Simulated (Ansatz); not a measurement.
# linear Si chain under tension and compression, part 2 of 3

Wanted: energy, moment and open channels of the linear Si chain from 12 % compression to 30 % stretch.

Ansatz 0.2.0; DFT PBE, plane waves, PAW; relaxation of a chain's period (the session's first sound run).

So far, conductance of the lead as this run defines it (G₀): step 3 (the chain at a fixed length, period over the relaxed period …) 2.00.

### Step 4. The chain at a fixed length, period over the relaxed period 0.92, k-mesh 1×1×40

Level of this step: DFT PBE, plane waves, PAW; channels and complex bands of a perfect chain (Ansatz).

The period is set to 0.92 times the relaxed one: shorter bonds widen the bands.

The cell differs from the one that the last finished run ended in (c 1.957 → 2.046 Å).

The input, input.yaml:

```yaml
crystal:
  lattice:
    - [7.5, 0.0, 0.0]
    - [0.0, 7.5, 0.0]
    - [0.0, 0.0, 2.0464091488]
  atoms:
    - { symbol: Si, position: [0.5, 0.5, 0.0], spin: 0.3 }
magnetization:
  spin_polarized: true
kpoints:
  mp_grid: { grid: [1, 1, 40] }
scf:
  occupations: { method: fermi_dirac, width: 0.05 }
hamiltonian:
  xc: pbe
output:
  transmission:
    e_range: [-2, 2]
    de: 0.035
    kmesh: [1, 1]
    reduced_basis: true
    leads: [[0, 0]]
  stress: true
```

Run with:

```bash
$ ansatz run input.yaml --threads 4 --pin off --max-ram 8192MiB --backend cpu --events-out ev --progress --plain --runs-dir out
```

Numbers of over 12 decimals in the logs are rounded to 6 here.

What it wrote:

```text
[...]
Crystal: 1 atoms, lattice volume = 115.111 Å³
Basis set: ecut = 420 eV, 2247 PW (Γ)
Bands: 7, of which v1, the nominal top of the filled ones, is band 2 counted from 1 (1 counted from 0)
Symmetry: 16 space group operations
[...]
k-points: 21 of 40
[...]
Starting moments: Σ|m| = 0.3 μB on 1 of 1 site
[...]
--- Transmission ---
  basis      : 497 plane waves across, 3 finite elements along
  points     : 1, standing for a mesh of 1 x 1
[...]
crystal 0  : Si1, at the sites [0, 0], period 2.0464 Å: whole cells are its period
[...]
filled         : 8.8 meV over the level at which it is neutral
    channels       : 3.000000e0 up, 3.000000e0 down
[...]
[key lines of the parts left out:]
SCF converged after 14 iterations
Magnetization: 0.0000 μB (2.0000 up, 2.0000 down)
Free energy (F): -633.667508 eV
Fermi energy:    -2.993352 eV
P = ⅓ Tr σ = 1.2685 GPa (12.685 kbar)
```

Run time: 14 s. Hardware: 4 threads of Arm Neoverse V1, shared host; peak memory 0.38 GiB.

At the computed energy nearest the Fermi level there are 3 spin-up and 3 spin-down channels, and the thermal average gives 2.60 G₀.

For the conductance of the lead as this run defines it, step 3 gave 2.00 G₀; this run, with period over the relaxed period 0.92 and k-mesh 1×1×40, gives 2.60 G₀ (+30 %).

### Step 5. The chain at a fixed length, period over the relaxed period 0.96, k-mesh 1×1×38

The period is set to 0.96 times the relaxed one: shorter bonds widen the bands.

The cell differs from the one that the last finished run ended in (c 2.046 → 2.135 Å).

input.yaml, as its differences from that of step 4:

```diff
@@ -4,3 +4,3 @@
     - [0.0, 7.5, 0.0]
-    - [0.0, 0.0, 2.0464091488]
+    - [0.0, 0.0, 2.1353834597]
   atoms:
@@ -10,3 +10,3 @@
 kpoints:
-  mp_grid: { grid: [1, 1, 40] }
+  mp_grid: { grid: [1, 1, 38] }
 scf:
```

What it wrote:

```text
[...]
Crystal: 1 atoms, lattice volume = 120.115 Å³
Basis set: ecut = 420 eV, 2351 PW (Γ)
Bands: 7, of which v1, the nominal top of the filled ones, is band 2 counted from 1 (1 counted from 0)
Symmetry: 16 space group operations
[...]
k-points: 20 of 38
[...]
Starting moments: Σ|m| = 0.3 μB on 1 of 1 site
[...]
--- Transmission ---
  basis      : 497 plane waves across, 3 finite elements along
  points     : 1, standing for a mesh of 1 x 1
[...]
crystal 0  : Si1, at the sites [0, 0], period 2.1354 Å: whole cells are its period
[...]
filled         : 58.8 meV over the level at which it is neutral
    channels       : 3.000000e0 up, 3.000000e0 down
[...]
[key lines of the parts left out:]
SCF converged after 14 iterations
Magnetization: 0.0000 μB (2.0000 up, 2.0000 down)
Free energy (F): -633.753090 eV
Fermi energy:    -3.166634 eV
P = ⅓ Tr σ = 0.6369 GPa (6.369 kbar)
```

Elapsed: 13 s, on 4 threads; peak memory 0.38 GiB; 44 s of CPU time.

At the computed energy nearest the Fermi level there are 3 spin-up and 3 spin-down channels, and the thermal average gives 3.00 G₀.

For the conductance of the lead as this run defines it, step 3 gave 2.00 G₀; this run, with period over the relaxed period 0.96 and k-mesh 1×1×38, gives 3.00 G₀ (+50 %).

### Step 6. The chain at a fixed length, period over the relaxed period 1, k-mesh 1×1×36

The period is set to 1.0 times the relaxed one, as the point of reference.

input.yaml, as its differences from that of step 5:

```diff
@@ -4,3 +4,3 @@
     - [0.0, 7.5, 0.0]
-    - [0.0, 0.0, 2.1353834597]
+    - [0.0, 0.0, 2.2243577705]
   atoms:
@@ -10,3 +10,3 @@
 kpoints:
-  mp_grid: { grid: [1, 1, 38] }
+  mp_grid: { grid: [1, 1, 36] }
 scf:
```

What it wrote:

```text
[...]
Crystal: 1 atoms, lattice volume = 125.120 Å³
Basis set: ecut = 420 eV, 2463 PW (Γ)
Bands: 7, of which v1, the nominal top of the filled ones, is band 2 counted from 1 (1 counted from 0)
Symmetry: 16 space group operations
[...]
k-points: 19 of 36
[...]
Starting moments: Σ|m| = 0.3 μB on 1 of 1 site
[...]
--- Transmission ---
  basis      : 497 plane waves across, 3 finite elements along
  points     : 1, standing for a mesh of 1 x 1
[...]
crystal 0  : Si1, at the sites [0, 0], period 2.2244 Å: whole cells are its period
[...]
filled         : 27.7 meV over the level at which it is neutral
    channels       : 3.000000e0 up, 3.000000e0 down
[...]
[key lines of the parts left out:]
SCF converged after 13 iterations
Magnetization: -0.0000 μB (2.0000 up, 2.0000 down)
Free energy (F): -633.779094 eV
Fermi energy:    -3.266945 eV
P = ⅓ Tr σ = 0.0283 GPa (0.283 kbar)
```

Run time: 12 s. Hardware: 4 threads; peak memory 0.37 GiB; 39 s of CPU time.

At the computed energy nearest the Fermi level there are 3 spin-up and 3 spin-down channels, and the thermal average gives 3.00 G₀.

For the conductance of the lead as this run defines it, step 3 gave 2.00 G₀; this run, with period over the relaxed period 1 and k-mesh 1×1×36, gives 3.00 G₀ (+50 %).

### Step 7. The chain at a fixed length, period over the relaxed period 1.04, k-mesh 1×1×35

The period is set to 1.04 times the relaxed one: longer bonds narrow the bands.

The cell differs from the one that the last finished run ended in (c 2.224 → 2.313 Å).

input.yaml, as its differences from that of step 6:

```diff
@@ -4,3 +4,3 @@
     - [0.0, 7.5, 0.0]
-    - [0.0, 0.0, 2.2243577705]
+    - [0.0, 0.0, 2.3133320813]
   atoms:
@@ -10,3 +10,3 @@
 kpoints:
-  mp_grid: { grid: [1, 1, 36] }
+  mp_grid: { grid: [1, 1, 35] }
 scf:
```

What it wrote:

```text
[...]
Crystal: 1 atoms, lattice volume = 130.125 Å³
Basis set: ecut = 420 eV, 2527 PW (Γ)
Bands: 7, of which v1, the nominal top of the filled ones, is band 2 counted from 1 (1 counted from 0)
Symmetry: 16 space group operations
[...]
k-points: 18 of 35
[...]
Starting moments: Σ|m| = 0.3 μB on 1 of 1 site
[...]
--- Transmission ---
  basis      : 497 plane waves across, 3 finite elements along
  points     : 1, standing for a mesh of 1 x 1
[...]
crystal 0  : Si1, at the sites [0, 0], period 2.3133 Å: whole cells are its period
[...]
filled         : 11.7 meV under the level at which it is neutral
    channels       : 3.000000e0 up, 3.000000e0 down
[...]
[key lines of the parts left out:]
SCF converged after 14 iterations
Magnetization: -0.0000 μB (2.0000 up, 2.0000 down)
Free energy (F): -633.744340 eV
Fermi energy:    -3.348008 eV
P = ⅓ Tr σ = -0.5783 GPa (-5.783 kbar)
```

Run time: 12 s. Hardware: 4 threads; peak memory 0.37 GiB; 39 s of CPU time.

At the computed energy nearest the Fermi level there are 3 spin-up and 3 spin-down channels, and the thermal average gives 3.00 G₀. The change of length costs 0.035 eV a cell and leaves no moment.

For the conductance of the lead as this run defines it, step 3 gave 2.00 G₀; this run, with period over the relaxed period 1.04 and k-mesh 1×1×35, gives 3.00 G₀ (+50 %).

### Step 8. At a set period, period over the relaxed period 1.08, k-mesh 1×1×34

The period is set to 1.08 times the relaxed one: longer bonds narrow the bands.

The cell differs from the one that the last finished run ended in (c 2.313 → 2.402 Å).

input.yaml, as its differences from that of step 7:

```diff
@@ -4,3 +4,3 @@
     - [0.0, 7.5, 0.0]
-    - [0.0, 0.0, 2.3133320813]
+    - [0.0, 0.0, 2.4023063921]
   atoms:
@@ -10,3 +10,3 @@
 kpoints:
-  mp_grid: { grid: [1, 1, 35] }
+  mp_grid: { grid: [1, 1, 34] }
 scf:
```

What it wrote:

```text
[...]
Crystal: 1 atoms, lattice volume = 135.130 Å³
Basis set: ecut = 420 eV, 2625 PW (Γ)
Bands: 7, of which v1, the nominal top of the filled ones, is band 2 counted from 1 (1 counted from 0)
Symmetry: 16 space group operations
[...]
k-points: 18 of 34
[...]
Starting moments: Σ|m| = 0.3 μB on 1 of 1 site
[...]
--- Transmission ---
  basis      : 497 plane waves across, 3 finite elements along
  points     : 1, standing for a mesh of 1 x 1
[...]
crystal 0  : Si1, at the sites [0, 0], period 2.4023 Å: whole cells are its period
[...]
filled         : 16.7 meV over the level at which it is neutral
    channels       : 3.000000e0 up, 3.000000e0 down
[...]
[key lines of the parts left out:]
SCF converged after 13 iterations
Magnetization: 0.0000 μB (2.0000 up, 2.0000 down)
Free energy (F): -633.664231 eV
Fermi energy:    -3.322660 eV
P = ⅓ Tr σ = -0.9419 GPa (-9.419 kbar)
```

Wall time 12 s (4 threads); peak memory 0.37 GiB.

At the computed energy nearest the Fermi level there are 3 spin-up and 3 spin-down channels, and the thermal average gives 3.00 G₀. The change of length costs 0.115 eV a cell and leaves no moment.

For the conductance of the lead as this run defines it, step 3 gave 2.00 G₀; this run, with period over the relaxed period 1.08 and k-mesh 1×1×34, gives 3.00 G₀ (+50 %).

### Step 9. At a set period, period over the relaxed period 1.13, k-mesh 1×1×32

The period is set to 1.13 times the relaxed one: longer bonds narrow the bands.

The cell differs from the one that the last finished run ended in (c 2.402 → 2.514 Å).

input.yaml, as its differences from that of step 8:

```diff
@@ -4,3 +4,3 @@
     - [0.0, 7.5, 0.0]
-    - [0.0, 0.0, 2.4023063921]
+    - [0.0, 0.0, 2.5135242806]
   atoms:
@@ -10,3 +10,3 @@
 kpoints:
-  mp_grid: { grid: [1, 1, 34] }
+  mp_grid: { grid: [1, 1, 32] }
 scf:
```

What it wrote:

```text
[...]
Crystal: 1 atoms, lattice volume = 141.386 Å³
Basis set: ecut = 420 eV, 2769 PW (Γ)
Bands: 7, of which v1, the nominal top of the filled ones, is band 2 counted from 1 (1 counted from 0)
Symmetry: 16 space group operations
[...]
k-points: 17 of 32
[...]
Starting moments: Σ|m| = 0.3 μB on 1 of 1 site
[...]
--- Transmission ---
  basis      : 497 plane waves across, 4 finite elements along
  points     : 1, standing for a mesh of 1 x 1
[...]
crystal 0  : Si1, at the sites [0, 0], period 2.5135 Å: whole cells are its period
[...]
filled         : 20.4 meV over the level at which it is neutral
    channels       : 3.000000e0 up, 3.000000e0 down
[...]
[key lines of the parts left out:]
SCF converged after 11 iterations
Magnetization: -0.0000 μB (2.0000 up, 2.0000 down)
Free energy (F): -633.515308 eV
Fermi energy:    -3.341178 eV
P = ⅓ Tr σ = -1.3938 GPa (-13.938 kbar)
```

It took 15 s on 4 threads; peak memory 0.41 GiB; 53 s of CPU time.

Table of open channels of the lead by energy, zero at the Fermi level:

| energy (eV) | spin up | spin down |
| --- | --- | --- |
| -2.000 | 1 | 1 |
| -1.895 | 1 | 1 |
| -1.790 | 1 | 1 |
| -1.685 | 1 | 1 |
| -1.615 | 1 | 1 |
| -1.510 | 1 | 1 |
| -1.405 | 1 | 1 |
| -1.300 | 1 | 1 |
| -1.195 | 1 | 1 |
| -1.090 | 1 | 1 |
| -0.985 | 1 | 1 |
| -0.915 | 1 | 1 |
| -0.810 | 1 | 1 |
| -0.705 | 3 | 3 |
| -0.600 | 3 | 3 |
| -0.495 | 3 | 3 |
| -0.390 | 3 | 3 |
| -0.285 | 3 | 3 |
| -0.215 | 3 | 3 |
| -0.110 | 3 | 3 |
| -0.005 | 3 | 3 |
| 0.100 | 3 | 3 |
| 0.205 | 3 | 3 |
| 0.310 | 3 | 3 |
| 0.415 | 3 | 3 |
| 0.485 | 3 | 3 |
| 0.590 | 3 | 3 |
| 0.695 | 3 | 3 |
| 0.800 | 3 | 3 |
| 0.905 | 3 | 3 |
| 1.010 | 3 | 3 |
| 1.115 | 3 | 3 |
| 1.185 | 3 | 3 |
| 1.290 | 3 | 3 |
| 1.395 | 3 | 3 |
| 1.500 | 3 | 3 |
| 1.605 | 3 | 3 |
| 1.710 | 3 | 3 |
| 1.815 | 3 | 3 |
| 1.885 | 3 | 3 |

At the computed energy nearest the Fermi level there are 3 spin-up and 3 spin-down channels, and the thermal average gives 3.00 G₀. The change of length costs 0.266 eV a cell and leaves no moment.

For the conductance of the lead as this run defines it, step 3 gave 2.00 G₀; this run, with period over the relaxed period 1.13 and k-mesh 1×1×32, gives 3.00 G₀ (+50 %).

### Step 10. At a set period, period over the relaxed period 1.2, k-mesh 1×1×30

The period is set to 1.2 times the relaxed one: longer bonds narrow the bands.

The cell differs from the one that the last finished run ended in (c 2.514 → 2.669 Å).

input.yaml, as its differences from that of step 9:

```diff
@@ -4,3 +4,3 @@
     - [0.0, 7.5, 0.0]
-    - [0.0, 0.0, 2.5135242806]
+    - [0.0, 0.0, 2.6692293246]
   atoms:
@@ -10,3 +10,3 @@
 kpoints:
-  mp_grid: { grid: [1, 1, 32] }
+  mp_grid: { grid: [1, 1, 30] }
 scf:
```

What it wrote:

```text
[...]
Crystal: 1 atoms, lattice volume = 150.144 Å³
Basis set: ecut = 420 eV, 3009 PW (Γ)
Bands: 7, of which v1, the nominal top of the filled ones, is band 2 counted from 1 (1 counted from 0)
Symmetry: 16 space group operations
[...]
k-points: 16 of 30
[...]
Starting moments: Σ|m| = 0.3 μB on 1 of 1 site
[...]
--- Transmission ---
  basis      : 497 plane waves across, 4 finite elements along
  points     : 1, standing for a mesh of 1 x 1
[...]
crystal 0  : Si1, at the sites [0, 0], period 2.6692 Å: whole cells are its period
[...]
filled         : 23.9 meV under the level at which it is neutral
    channels       : 3.000000e0 up, 3.000000e0 down
[...]
[key lines of the parts left out:]
SCF converged after 18 iterations
Magnetization: -0.0000 μB (2.0000 up, 2.0000 down)
Free energy (F): -633.265620 eV
Fermi energy:    -3.309485 eV
P = ⅓ Tr σ = -1.4455 GPa (-14.455 kbar)
```

Elapsed: 15 s, on 4 threads; peak memory 0.4 GiB; 51 s of CPU time.

At the computed energy nearest the Fermi level there are 3 spin-up and 3 spin-down channels, and the thermal average gives 3.00 G₀. The change of length costs 0.516 eV a cell and leaves no moment.

For the conductance of the lead as this run defines it, step 3 gave 2.00 G₀; this run, with period over the relaxed period 1.2 and k-mesh 1×1×30, gives 3.00 G₀ (+50 %).

### Step 11. The chain at a fixed length, period over the relaxed period 1.3, k-mesh 1×1×28

The period is set to 1.3 times the relaxed one: longer bonds narrow the bands.

The cell differs from the one that the last finished run ended in (c 2.669 → 2.892 Å).

input.yaml, as its differences from that of step 10:

```diff
@@ -4,3 +4,3 @@
     - [0.0, 7.5, 0.0]
-    - [0.0, 0.0, 2.6692293246]
+    - [0.0, 0.0, 2.8916651016]
   atoms:
@@ -10,3 +10,3 @@
 kpoints:
-  mp_grid: { grid: [1, 1, 30] }
+  mp_grid: { grid: [1, 1, 28] }
 scf:
```

What it wrote:

```text
[...]
Crystal: 1 atoms, lattice volume = 162.656 Å³
Basis set: ecut = 420 eV, 3185 PW (Γ)
Bands: 7, of which v1, the nominal top of the filled ones, is band 2 counted from 1 (1 counted from 0)
Symmetry: 16 space group operations
[...]
k-points: 15 of 28
[...]
Starting moments: Σ|m| = 0.3 μB on 1 of 1 site
[...]
--- Transmission ---
  basis      : 497 plane waves across, 4 finite elements along
  points     : 1, standing for a mesh of 1 x 1
[...]
crystal 0  : Si1, at the sites [0, 0], period 2.8917 Å: whole cells are its period
[...]
filled         : 4.1 meV over the level at which it is neutral
    channels       : 3.000000e0 up, 3.000000e0 down
[...]
[key lines of the parts left out:]
SCF converged after 11 iterations
Magnetization: -0.0000 μB (2.0000 up, 2.0000 down)
Free energy (F): -632.880382 eV
Fermi energy:    -3.256795 eV
P = ⅓ Tr σ = -1.5834 GPa (-15.834 kbar)
```

Elapsed: 9.5 s, on 4 threads; peak memory 0.38 GiB; 34 s of CPU time.

[end of part 2 of 3]

[Logs are printed without paths, hosts, clocks, repeated set-up lines and the standing remarks that a program may print on its own settings, such as how far it seeks lower states.]

[Hosts, paths, dates, database ids (printed as entryN), source tags and the programs' standing remarks are cut or masked in the printed files.]
